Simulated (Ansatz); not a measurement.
# WS2 (Tungstenite): the gap up the ladder of methods, part 2 of 2

What gap does each level of theory give for WS2 (Tungstenite), and in what time?

Ansatz 0.2.0; density functionals, hybrids and G0W0, plane waves, PAW. Known limits of the many-body steps: finite bands, screening cutoff and k mesh; no spin-orbit coupling in G0W0.

So far. Step 5 (r2SCAN on the 12×12×2 mesh): Over mesh and listed points the gap is 1.085 eV, from k = Γ to k = (0.167, 0.167, 0.000). The least direct gap found is 1.968 eV, at k = (0.333, 0.333, 0.000). r2SCAN against PBE: 1.085 − 0.976 = +0.109 eV. The runs also differ in plane-wave cutoff (420 eV and 500 eV), so how much of this comes from the functional alone is not known. Step 6 (HSE06 on the 6×6×2 mesh): Over mesh and listed points the gap is 1.501 eV, from k = Γ to k = (0.167, 0.167, 0.000).

In doubt: masses and optical values from hybrid runs of this build are listed as unsure (step 10), which bears on the screening that GW takes from such a start.

### 7. PBE0 on the 6×6×2 mesh

PBE0 mixes in a quarter of exact exchange at all distances.

This step: DFT, PBE0, plane waves, PAW.

input.yaml

```yaml
crystal:
  lattice:
    - [3.1532, 0.0, 0.0]
    - [-1.5766, 2.7307513032, 0.0]
    - [0.0, 0.0, 12.323]
  atoms:
    - { symbol: W, position: [0.3333333333, 0.6666666667, 0.25] }
    - { symbol: W, position: [0.6666666667, 0.3333333333, 0.75] }
    - { symbol: S, position: [0.3333333333, 0.6666666667, 0.6225] }
    - { symbol: S, position: [0.6666666667, 0.3333333333, 0.1225] }
    - { symbol: S, position: [0.3333333333, 0.6666666667, 0.8775] }
    - { symbol: S, position: [0.6666666667, 0.3333333333, 0.3775] }
kpoints:
  mp_grid: { grid: [6, 6, 2] }
  band_path:
    path:
      - [0.0, 0.0, 0.0]
      - [0.5, 0.0, 0.0]
      - [0.33333333, 0.33333333, 0.0]
      - [0.0, 0.0, 0.5]
      - [0.5, 0.0, 0.5]
      - [0.33333333, 0.33333333, 0.5]
      - [0.1666666667, 0.1666666667, 0.0]
    npoints: 1
hamiltonian:
  xc: pbe0
scf:
  occupations: { method: fixed }
  n_extra_bands: 6
output:
  eigenvalues: true
  write_density: true
  write_potential: true
  elf: true
  volumetric_format: npy
```

The run is started by

```bash
$ ansatz run input.yaml --threads 2 --pin off --max-ram 92160MiB --backend cuda --events-out ev --progress --plain --runs-dir out --devices 1 --max-vram 13GiB  # rebuilt from the run's record
```

Numbers of over 12 decimals in the logs are rounded to 6 here.

Output:

```text
[...]
GPUs: using 1 of 1 available (devices: 1).
[...]
GPU FFT provider: cuFFT
GPU libraries: cuBLAS 13.8.2, cuFFT 12.4.0, cuSOLVER 12.3.4
Crystal: 6 atoms, lattice volume = 106.108 Å³
Basis set: ecut = 420 eV, 2057 PW (Γ)
Bands: 32, of which v1, the nominal top of the filled ones, is band 26 counted from 1 (25 counted from 0)
Symmetry: 24 space group operations
[...]
k-points: 14 of 72
[...]
Fermi energy:    11.124264 eV
[...]
--- Band table (eV; the first three rows and the last of 14) ---
  k-point 0: bands = [... 22 lower, 8.6466, 9.2617, 9.7395, 11.1243, 14.8134, 14.8134, 14.8172, 14.8172, ... 2 higher]
  k-point 1: bands = [... 22 lower, 8.6153, 8.6153, 10.7418, 10.7418, 14.7991, 14.7991, 14.7991, 14.7991, ... 2 higher]
  k-point 2: bands = [... 22 lower, 8.4132, 9.3256, 9.6790, 10.1710, 13.9548, 14.4187, 14.6707, 14.6854, ... 2 higher]
  k-point 13: bands = [... 22 lower, 7.4806, 7.4806, 10.4218, 10.4218, 13.5424, 13.5424, 15.1238, 15.1238, ... 2 higher]
[key lines of the parts left out:]
Free energy (F): -24382.669428 eV
```

Run time: 26 s. Hardware: 1 × NVIDIA H100 80GB HBM3 (shared by 6 runs) with 2 threads of AMD EPYC 7R13 (Zen 3), shared host; peak memory 1.3 GiB.

This step gave:

```
gap                     : 2.157 eV
valence top at          : Γ
conduction bottom at    : k = (0.167, 0.167, 0.000)
least direct gap        : 2.992 eV
exact-exchange fraction : 0.25
```

Over mesh and listed points the gap is 2.157 eV, from k = Γ to k = (0.167, 0.167, 0.000). The least direct gap found is 2.992 eV, at k = (0.333, 0.333, 0.000). PBE0 against HSE06: 2.157 − 1.501 = +0.656 eV, with the same mesh, files and cutoff, and both edges at the same k points.

### 8. DDH-PBE0 on the 6×6×2 mesh

The input asks for a share of exact exchange of one over the crystal's ε∞, which the program works out first.

This step: DFT, dielectric-dependent PBE0 (fraction 1/eps_inf of PBE), plane waves, PAW.

input.yaml, as its differences from that of step 7:

```diff
@@ -12,2 +12,3 @@
     - { symbol: S, position: [0.6666666667, 0.3333333333, 0.3775] }
+  host: atoms
 kpoints:
@@ -25,3 +26,6 @@
 hamiltonian:
-  xc: pbe0
+  xc:
+    exchange: pbe
+    correlation: pbe
+    exx: { coeff: inverse_dielectric }
 scf:
```

Output:

```text
[...]
the fraction of exact exchange is that of a crystal of W2S4
GPUs: using 1 of 1 available (devices: 1).
[...]
a weight of exact exchange comes from the crystal, and the text's number only plans the run
Solving k-mesh 6×6×4 for the fraction of exact exchange
[...]
Fermi energy:    11.549185 eV
[...]
--- Band table (eV; the first three rows and the last of 14) ---
  k-point 0: bands = [... 22 lower, 9.2533, 9.9131, 10.2629, 11.5492, 14.3366, 14.3366, 14.3491, 14.3491, ... 2 higher]
  k-point 1: bands = [... 22 lower, 9.2249, 9.2249, 11.2076, 11.2076, 14.3275, 14.3275, 14.3275, 14.3275, ... 2 higher]
  k-point 2: bands = [... 22 lower, 9.0867, 9.9688, 10.2191, 10.6661, 13.5556, 14.0025, 14.1930, 14.2537, ... 2 higher]
  k-point 13: bands = [... 22 lower, 8.2476, 8.2476, 10.8729, 10.8729, 13.2385, 13.2385, 14.6247, 14.6247, ... 2 higher]
[key lines of the parts left out:]
Free energy (F): -24382.673124 eV
```

Wall time 50 s (1 × NVIDIA H100 80GB HBM3 (shared by 6 runs) with 2 threads); peak memory 2.1 GiB.

This step gave:

- gap: 1.384 eV
- valence top at: Γ
- conduction bottom at: k = (0.167, 0.167, 0.000)
- least direct gap: 2.245 eV
- exact-exchange fraction: 0.08864

Over mesh and listed points the gap is 1.384 eV, from k = Γ to k = (0.167, 0.167, 0.000). The least direct gap found is 2.245 eV, at k = (0.333, 0.333, 0.000). DDH-PBE0 against PBE0: 1.384 − 2.157 = −0.773 eV, with the same mesh, files and cutoff, and both edges at the same k points.

### 9. G0W0@PBE, 6×6×2 mesh, 681 empty bands, screening to 200 eV

G0W0 replaces the xc potential by a self-energy built once from the orbitals of the start. Levels are corrected in the window of bands that the input names, at points of the mesh.

This step: G0W0 on PBE, plane waves, PAW.

input.yaml

```yaml
crystal:
  lattice:
    - [3.1532, 0.0, 0.0]
    - [-1.5766, 2.7307513032, 0.0]
    - [0.0, 0.0, 12.323]
  atoms:
    - { symbol: W, position: [0.3333333333, 0.6666666667, 0.25] }
    - { symbol: W, position: [0.6666666667, 0.3333333333, 0.75] }
    - { symbol: S, position: [0.3333333333, 0.6666666667, 0.6225] }
    - { symbol: S, position: [0.6666666667, 0.3333333333, 0.1225] }
    - { symbol: S, position: [0.3333333333, 0.6666666667, 0.8775] }
    - { symbol: S, position: [0.6666666667, 0.3333333333, 0.3775] }
kpoints:
  mp_grid: { grid: [6, 6, 2] }
hamiltonian:
  xc: pbe
scf:
  occupations: { method: fixed }
gw:
  n_empty_bands: 681
  ecut_chi: 200.0
  qp_bands: [v2, c2]
  qp_kpoints: band_edges
  screening: { model: contour_deformation }
```

Output:

```text
GPUs: using 1 of 1 available (devices: 1).
[...]
GPU FFT provider: cuFFT
GPU libraries: cuBLAS 13.8.2, cuFFT 12.4.0, cuSOLVER 12.3.4
Crystal: 6 atoms, lattice volume = 106.108 Å³
Basis set: ecut = 420 eV, 2057 PW (Γ)
Bands: 32, of which v1, the nominal top of the filled ones, is band 26 counted from 1 (25 counted from 0)
Symmetry: 24 space group operations
[...]
k-points: 14 of 72
[...]
1    28     14.0758   -13.7199    -4.4439   -18.3391  0.7564    14.2516    14.2512  root
[...]
13    25     11.1204   -18.8566     0.4001   -18.0821  0.7583    10.7444    10.7460  root
    13    26     11.1204   -18.8566     0.4001   -18.0821  0.7583    10.7444    10.7460  root
    13    27     13.0734   -15.7503    -4.0670   -19.9259  0.7555    13.1822    13.1820  root
    13    28     13.0734   -15.7503    -4.0670   -19.9259  0.7555    13.1822    13.1820  root
[key lines of the parts left out:]
SCF converged after 6 iterations
Free energy (F): -24382.740073 eV
Fermi energy:    11.772355 eV
```

It took 30 s on 1 × NVIDIA H100 80GB HBM3 (shared by 6 runs) with 2 threads; peak memory 2.6 GiB.

Numbers from this step:

| Item | Value |
| --- | --- |
| bands summed | 707 |
| RPA ε∞ on this mesh (eigenvalues) | 5.917, 13.89, 13.89 |
| plane waves in the screening matrix | 689 |
| G0W0 gap over the corrected points | 1.387 eV |
| k of the valence top | 0, 0, 0 |
| k of the conduction bottom | 0.1667, 0.1667, 0 |
| starting gap on the mesh | 0.9775 eV |
| Z at the valence top | 0.7549 |
| Z at the conduction bottom | 0.7666 |
| least direct G0W0 gap over the corrected points | 2.311 eV |

Over 10 of 14 irreducible mesh points the G0W0 gap is 1.387 eV, from k = Γ to k = (0.167, 0.167, 0.000). The PBE gap of this run on the mesh is 0.977 eV. The two states that bound the G0W0 gap lie that far apart at the start, so the correction of the gap is 1.387 − 0.977 = +0.410 eV.

### 10. G0W0@HSE06, 6×6×2 mesh, 316 empty bands, screening to 120 eV

This step: G0W0 on HSE06, plane waves, PAW.

input.yaml, as its differences from that of step 9:

```diff
@@ -15,3 +15,3 @@
 hamiltonian:
-  xc: pbe
+  xc: hse06
 scf:
@@ -19,4 +19,4 @@
 gw:
-  n_empty_bands: 681
-  ecut_chi: 200.0
+  n_empty_bands: 316
+  ecut_chi: 120
   qp_bands: [v2, c2]
```

Output:

```text
GPUs: using 1 of 1 available (devices: 1).
[...]
GPU FFT provider: cuFFT
GPU libraries: cuBLAS 13.8.2, cuFFT 12.4.0, cuSOLVER 12.3.4
Crystal: 6 atoms, lattice volume = 106.108 Å³
Basis set: ecut = 420 eV, 2057 PW (Γ)
Bands: 32, of which v1, the nominal top of the filled ones, is band 26 counted from 1 (25 counted from 0)
Symmetry: 24 space group operations
[...]
k-points: 14 of 72
[...]
1    27     14.4405   -13.5780    -4.1431   -17.8610  0.7814    14.5806    14.5802  root
     1    28     14.4405   -13.5780    -4.1431   -17.8610  0.7814    14.5806    14.5802  root
[...]
13    25     10.7592   -18.7454     0.5311   -18.2321  0.7847    10.7770    10.7770  root
    13    26     10.7592   -18.7454     0.5311   -18.2321  0.7847    10.7770    10.7770  root
    13    27     13.2163   -15.6030    -3.7430   -19.5286  0.7826    13.3992    13.3989  root
    13    28     13.2163   -15.6030    -3.7430   -19.5286  0.7826    13.3992    13.3989  root
[key lines of the parts left out:]
Free energy (F): -24386.849043 eV
Fermi energy:    11.446487 eV
```

The job ended after 38 s (1 × NVIDIA H100 80GB HBM3 (shared by 6 runs) with 2 threads; peak memory 1.8 GiB).

This step gave:

```
bands summed                                    : 342
RPA ε∞ on this mesh (eigenvalues)               : 4.980, 11.17, 11.17
plane waves in the screening matrix             : 317
G0W0 gap over the corrected points              : 1.551 eV
k of the valence top                            : 0, 0, 0
k of the conduction bottom                      : 0.1667, 0.1667, 0
starting gap on the mesh                        : 1.501 eV
Z at the valence top                            : 0.7824
Z at the conduction bottom                      : 0.7917
least direct G0W0 gap over the corrected points : 2.490 eV
```

Over 10 of 14 irreducible mesh points the G0W0 gap is 1.551 eV, from k = Γ to k = (0.167, 0.167, 0.000). The HSE06 gap of this run on the mesh is 1.501 eV. The two states that bound the G0W0 gap lie that far apart at the start, so the correction of the gap is 1.551 − 1.501 = +0.050 eV. G0W0@HSE06 against G0W0@PBE with 342 bands (a further run, in the table below): 1.551 − 1.349 = +0.202 eV, with the same mesh, files and cutoffs, and both edges at the same k points.

### 11. G0W0@r2SCAN, 6×6×2 mesh, 316 empty bands, screening to 120 eV

This step: G0W0 on r2SCAN, plane waves, PAW.

input.yaml, as its differences from that of step 10:

```diff
@@ -15,3 +15,3 @@
 hamiltonian:
-  xc: hse06
+  xc: r2scan
 scf:
```

Output:

```text
GPUs: using 1 of 1 available (devices: 1).
[...]
GPU FFT provider: cuFFT
GPU libraries: cuBLAS 13.8.2, cuFFT 12.4.0, cuSOLVER 12.3.4
Crystal: 6 atoms, lattice volume = 106.108 Å³
Basis set: ecut = 500 eV, 2685 PW (Γ), exchange–correlation on 96×96×360 points (64 copies of the dense FFT grid, shifted against one another)
Bands: 32, of which v1, the nominal top of the filled ones, is band 26 counted from 1 (25 counted from 0)
[...]
1    28     14.1026   -13.8003    -4.2188   -18.4317  0.7648    14.5179    14.5151  root
[...]
13    25     10.9497   -18.9731     0.5743   -18.3436  0.7674    10.8945    10.8945  root
    13    26     10.9497   -18.9731     0.5743   -18.3436  0.7674    10.8945    10.8945  root
    13    27     13.0315   -15.9690    -3.8305   -20.1881  0.7647    13.4220    13.4200  root
    13    28     13.0315   -15.9690    -3.8305   -20.1881  0.7647    13.4220    13.4200  root
[key lines of the parts left out:]
SCF converged after 7 iterations
Free energy (F): -24423.240844 eV
Fermi energy:    11.649686 eV
```

It took 24 s on 1 × NVIDIA H100 80GB HBM3 (shared by 6 runs) with 2 threads; peak memory 1.7 GiB.

This step gave:

| Item | Value |
| --- | --- |
| bands summed | 342 |
| RPA ε∞ on this mesh (eigenvalues) | 5.512, 12.92, 12.92 |
| plane waves in the screening matrix | 317 |
| G0W0 gap over the corrected points | 1.419 eV |
| k of the valence top | 0, 0, 0 |
| k of the conduction bottom | 0.1667, 0.1667, 0 |
| starting gap on the mesh | 1.086 eV |
| Z at the valence top | 0.7646 |
| Z at the conduction bottom | 0.7751 |
| least direct G0W0 gap over the corrected points | 2.395 eV |

Over 10 of 14 irreducible mesh points the G0W0 gap is 1.419 eV, from k = Γ to k = (0.167, 0.167, 0.000). The r2SCAN gap of this run on the mesh is 1.086 eV. The two states that bound the G0W0 gap lie that far apart at the start, so the correction of the gap is 1.419 − 1.086 = +0.333 eV. G0W0@r2SCAN against G0W0@HSE06 with 342 bands: 1.419 − 1.551 = −0.132 eV. The runs also differ in plane-wave cutoff (420 eV and 500 eV), so how much of this comes from the start alone is not known.

### 12. All levels together

Each gap is the least one over the points named; times are wall times on shared hosts, not benchmarks. A G0W0 time includes the run's own self-consistent start. Runs with listed points see these and the mesh alone, so an edge that moves elsewhere is missed. Rows marked * are further runs, not shown as steps, whose inputs differ from the G0W0 step on the same start in the columns given; solver thresholds can differ too.

```
      level     mesh       files, cutoff  bands summed, screening                            points  gap (eV)  valence top      conduction bottom  least direct gap (eV)   time
        LDA  12×12×2  soft_2 PAW, 420 eV                        -            mesh and listed points     0.901            Γ  (0.167, 0.167, 0.000)                  1.815  5.2 s
        PBE  12×12×2  soft_2 PAW, 420 eV                        -                     mesh and path     0.976            Γ  (0.167, 0.167, 0.000)                  1.839  6.5 s
    PBE+SOC  12×12×2  soft_2 PAW, 420 eV                        -            mesh and listed points     0.931            Γ  (0.167, 0.167, 0.000)                  1.648   12 s
     r2SCAN  12×12×2  soft_2 PAW, 500 eV                        -            mesh and listed points     1.085            Γ  (0.167, 0.167, 0.000)                  1.968  8.7 s
      HSE06    6×6×2  soft_2 PAW, 420 eV                        -            mesh and listed points     1.501            Γ  (0.167, 0.167, 0.000)                  2.335   18 s
       PBE0    6×6×2  soft_2 PAW, 420 eV                        -            mesh and listed points     2.157            Γ  (0.167, 0.167, 0.000)                  2.992   26 s
   DDH-PBE0    6×6×2  soft_2 PAW, 420 eV                        -            mesh and listed points     1.384            Γ  (0.167, 0.167, 0.000)                  2.245   50 s
  G0W0@PBE*    6×6×2  soft_2 PAW, 420 eV               137, 60 eV  10 of 14 irreducible mesh points     1.272            Γ  (0.167, 0.167, 0.000)                  2.338  9.2 s
  G0W0@PBE*    6×6×2  soft_2 PAW, 420 eV              342, 120 eV  10 of 14 irreducible mesh points     1.349            Γ  (0.167, 0.167, 0.000)                  2.318   15 s
   G0W0@PBE    6×6×2  soft_2 PAW, 420 eV              707, 200 eV  10 of 14 irreducible mesh points     1.387            Γ  (0.167, 0.167, 0.000)                  2.311   30 s
 G0W0@HSE06    6×6×2  soft_2 PAW, 420 eV              342, 120 eV  10 of 14 irreducible mesh points     1.551            Γ  (0.167, 0.167, 0.000)                  2.490   38 s
G0W0@r2SCAN    6×6×2  soft_2 PAW, 500 eV              342, 120 eV  10 of 14 irreducible mesh points     1.419            Γ  (0.167, 0.167, 0.000)                  2.395   24 s
```

### 13. What came out

- LDA, over mesh and listed points: 0.901 eV
- PBE, over mesh and path: 0.976 eV
- PBE+SOC, over mesh and listed points: 0.931 eV
- r2SCAN, over mesh and listed points: 1.085 eV
- HSE06, over mesh and listed points: 1.501 eV
- PBE0, over mesh and listed points: 2.157 eV
- DDH-PBE0, over mesh and listed points: 1.384 eV
- G0W0@PBE (707 bands, 6×6×2), over 10 of 14 irreducible mesh points: 1.387 eV
- G0W0@HSE06, over 10 of 14 irreducible mesh points: 1.551 eV
- G0W0@r2SCAN, over 10 of 14 irreducible mesh points: 1.419 eV
- known limits: finite bands, screening cutoff and k mesh; no spin-orbit coupling in G0W0

**Reading.** The rows run from 0.901 eV (LDA) to 2.157 eV (PBE0). They differ in mesh, plane-wave cutoff, bands and screening cutoff of G0W0 and the points over which the gap was sought as well as in level, so only pairs that share these are like for like. PBE against LDA: 0.976 − 0.901 = +0.075 eV, with the same mesh, files and cutoff, and both edges at the same k points. PBE+SOC against PBE: 0.931 − 0.976 = −0.045 eV, with the same mesh, set of files (read in its fully relativistic form for the spin-orbit run) and cutoff, and both edges at the same k points. The spin-orbit run sees mesh and listed points alone, so its gap is an upper bound: the coupling can move an edge off these points, and the change over the zone, its sign included where it is small, is not known. PBE0 against HSE06: 2.157 − 1.501 = +0.656 eV, with the same mesh, files and cutoff, and both edges at the same k points. DDH-PBE0 against PBE0: 1.384 − 2.157 = −0.773 eV, with the same mesh, files and cutoff, and both edges at the same k points. G0W0@HSE06 against G0W0@PBE with 342 bands: 1.551 − 1.349 = +0.202 eV, with the same mesh, files and cutoffs, and both edges at the same k points. The dielectric-dependent hybrid took 0.089 of exact exchange, against 0.25 in PBE0. G0W0@PBE (707 bands, 6×6×2) moves the gap of its own start on the mesh by 1.387 − 0.977 = +0.410 eV, between the same two levels. Both edges that PBE shows over mesh and path lie at k points where levels were corrected. Levels at other points were not corrected, so a lower G0W0 gap elsewhere in the zone is not ruled out. G0W0@HSE06 moves the gap of its own start on the mesh by 1.551 − 1.501 = +0.050 eV, between the same two levels. Both edges that HSE06 shows over mesh and listed points lie at k points where levels were corrected. Levels at other points were not corrected, so a lower G0W0 gap elsewhere in the zone is not ruled out. G0W0@r2SCAN moves the gap of its own start on the mesh by 1.419 − 1.086 = +0.333 eV, between the same two levels. Both edges that r2SCAN shows over mesh and listed points lie at k points where levels were corrected. Levels at other points were not corrected, so a lower G0W0 gap elsewhere in the zone is not ruled out. What spin-orbit coupling does to the G0W0 levels was not computed, so no sum with the G0W0 gap is formed. For G0W0@PBE: from 137 bands and 60 eV to 707 bands and 200 eV the gap moves by 1.387 − 1.272 = +0.115 eV (rung by rung 1.272, 1.349, 1.387 eV); bands and screening cutoff rise together, so their parts are not told apart. A line in one over the bands through the two highest rungs gives 1.387 + (1.387 − 1.349) × 342 / (707 − 342) = 1.423 eV, and through the pair below 1.349 + (1.349 − 1.272) × 137 / (342 − 137) = 1.400 eV. The two agree within 0.03 eV and the same two states bound the gap in each rung, so 1.423 eV is taken as an estimate of the limit on this mesh. The other G0W0 rows are shown at one basis each (342 bands), so their distance from the limit is not known here. The G0W0 runs are scalar-relativistic. No pair of G0W0 runs that differ in the mesh alone is shown (6×6×2 is a supercell whose nearest images lie 19 Å apart), so the error from the mesh is not known here. G0W0@PBE runs of this series with other atomic data on the same mesh, not shown as steps, give 1.348 eV (hard PAW, 760 eV, 356 bands, screening to 120 eV; the table's row with the same empty bands and screening cutoff has 1.349 eV); where bands and cutoffs differ too, the part of the files is not isolated.

[Paths, hosts, dates, memory and timing lines, banners, echoed tables and standing remarks are left out of the program output.]

[Logs are printed without paths, hosts, clocks, repeated set-up lines and the standing remarks that a program may print on its own settings, such as how far it seeks lower states.]

[Runs of the session that timed out or met a known fault of the program may be left out.]

[Cells called generated may have been cut or substituted from an entry of the Crystallography Open Database or the Materials Project.]

[Hosts, paths, dates, database ids (printed as entryN), source tags and the programs' standing remarks are cut or masked in the printed files.]

[Where an RPA ε∞ is given, it is that of the G0W0 mesh and is not shown converged in it. Names of k-points follow the symmetry that the program found, which can be lower than the space group named. Band edges on a path are those of the sampled points; other points can move an edge, and change direct to indirect where valleys lie close.]

[Hybrid gaps are those of their k-mesh and are not shown converged in it.]
